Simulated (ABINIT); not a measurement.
# Calculated records

Quasiparticle gap of TiO2 (Rutile) in ABINIT. It takes space group P4_2/mnm (No. 136, tetragonal). Conventional cell: a = 4.592 Å, b = 4.592 Å, c = 2.957 Å, α = 90.00°, β = 90.00°, γ = 90.00°. Ti has 6 O at 1.95 to 1.98 Å nearest. Nearest to O lie 3 Ti at 1.95 to 1.98 Å. Farther neighbours, and contacts between anions beyond the nearest, are not listed. The calculation used RPA screening on LDA, plane waves, norm-conserving pseudopotentials (and 2 further levels or steps) in ABINIT 10.8.3, with cutoff 38 Ha, PseudoDojo scalar-relativistic 0.4.1 standard, norm-conserving, potential set dojo-sr-lda-0.4.1-standard, ngkpt (2, 2, 4), nband 109, ecuteps 3.9 Ha, inclvkb 2, shiftk (0, 0, 0), symchi 1, awtr 1, frequency ppm, 2×2×4 k-mesh. The LDA gap is 1.84 eV, direct, the G0W0 gap on the mesh is 3.29 eV and the GW settings are 2×2×4 mesh, 109 bands, screening to 106.1 eV, Godby-Needs plasmon pole. The known limits are short of the basis limit; coarse k mesh. It took 5 runs, 3.7 min in all on 4 MPI ranks of Arm Neoverse V1, shared host. G0W0 moves the gap on the mesh from 1.84 eV to 3.29 eV (+1.46 eV), with Z of 0.77 and 0.78 at the edges. Local fields lower the RPA ε∞ on this mesh from 9.75 to 9.36; a Γ-centred mesh this coarse tends to raise both, most where the direct gap is narrow, while a short band sum lowers them. The program's warnings: nkpt*nsppol () is not a multiple of nproc spkpt (). The cell and positions come from the Crystallography Open Database and are kept as given unless a step says otherwise. The 2×2×4 mesh is coarse for this cell, which bears on the long-range parts of exchange and screening.

[Paths, hosts, dates, memory and timing lines, banners, echoed tables and standing remarks are left out of the program output; an Ansatz launch command may be rebuilt from the run's recorded settings. Measured values are a selection of at most five: reports struck by readers or far from the other reports are left out. None is set beside runs whose start may be inverted or whose files or cutoffs have a known fault.]

[Runs of the session that timed out or met a known fault of the program may be left out.]

[Hosts, paths, dates, database ids (printed as entryN), source tags and the programs' standing remarks are cut or masked in the printed files.]

[G0W0 gaps are taken among the corrected bands and points alone; a level outside them can change the order at an edge.]

[Where Ansatz stands beside ABINIT at settings called matched, ABINIT's density can come from a denser mesh and the files from another edition; pairs whose starting gaps differed by over 0.03 eV were left out, so agreement reads better than it is.]
